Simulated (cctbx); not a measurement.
# Which space group?

Cell: a = 3.9320 Å, b = 13.3140 Å, c = 10.1550 Å, α = 90.00°, β = 90.00°, γ = 90.00°. Expected content of the cell: Sm4 Nd4 Te12.

The data are simulated with cctbx, not measured: Mo Kα, λ = 0.71073 Å, to d = 0.77 Å, 50 % of the full sphere, strongest reflection 70000 counts, noise from counting, a 6 % proportional error and a noise floor of 15 counts (s.d.); no absorption.

A first pass over the reflections prints:

```text
2431 reflections to d = 0.770 A
centring   violations  <I/sigma> of those
    A        527 of  1220      6.2
    B        527 of  1226      6.2
    C          0 of  1220     -0.0
    I        514 of  1220      6.1
    R        738 of  1628      6.6
    F        527 of  1833      4.1
Laue class    unique    Rint  (classes that these axes allow; Friedel mates merged)
C 1 2/m 1         588   0.037
C 2/m 1 1         629   0.036
C m m m           369   0.041
space group    extra absences  I>4sigma  <I/sigma>
C 2 2 21               11          0      -0.0  acentric
C 2 2 2                 0          0         -  acentric
C m m 2                 0          0         -  acentric
C m c 21               30          0       0.1  acentric
C 2 m m                 0          0         -  acentric
C m 2 m                 0          0         -  acentric
C 2 c m                30          0       0.1  acentric
C m c m                30          0       0.1  centric
C m m m                 0          0         -  centric
Wilson B = 0.78 A^2   <|E^2-1|> = 0.859 (0.968 centric, 0.736 acentric)   E^2>4: 2.8 %
shell (A)         n   <I/sigma>
10.16 - 1.54     55     19.9
 1.54 - 1.22     47     21.8
 1.22 - 1.07     50     23.1
 1.07 - 0.97     40     19.3
 0.97 - 0.90     49     22.4
 0.90 - 0.85     44     22.0
 0.85 - 0.81     45     20.4
 0.81 - 0.77     39     19.0
```

Q: Read the symmetry from these tables.

The reflections that C centring forbids are absent (⟨I/σ⟩ near 0), so the lattice is C.

Rint stays low (0.036 to 0.041) up to C m m m, the highest class in these axes.

9 settings pass the absence test. The most absences obeyed, 30, belong to C m c 21, C 2 c m and C m c m, which absences can't tell apart.

⟨|E²−1|⟩ = 0.859 lies between the two ideal values. The Wilson B of 0.78 Å² means U ≈ 0.0099 Å².

The true group is Cmcm (no. 63), Laue class mmm, centrosymmetric. The tables only narrow the choice to the tied entries; cell content, site symmetry and trial solutions must settle it.

This is a model crystal, built by substitution and not relaxed, with assumed displacement parameters.

[Logs are printed without paths, hosts, clocks, repeated set-up lines and the standing remarks that a program may print on its own settings, such as how far it seeks lower states.]
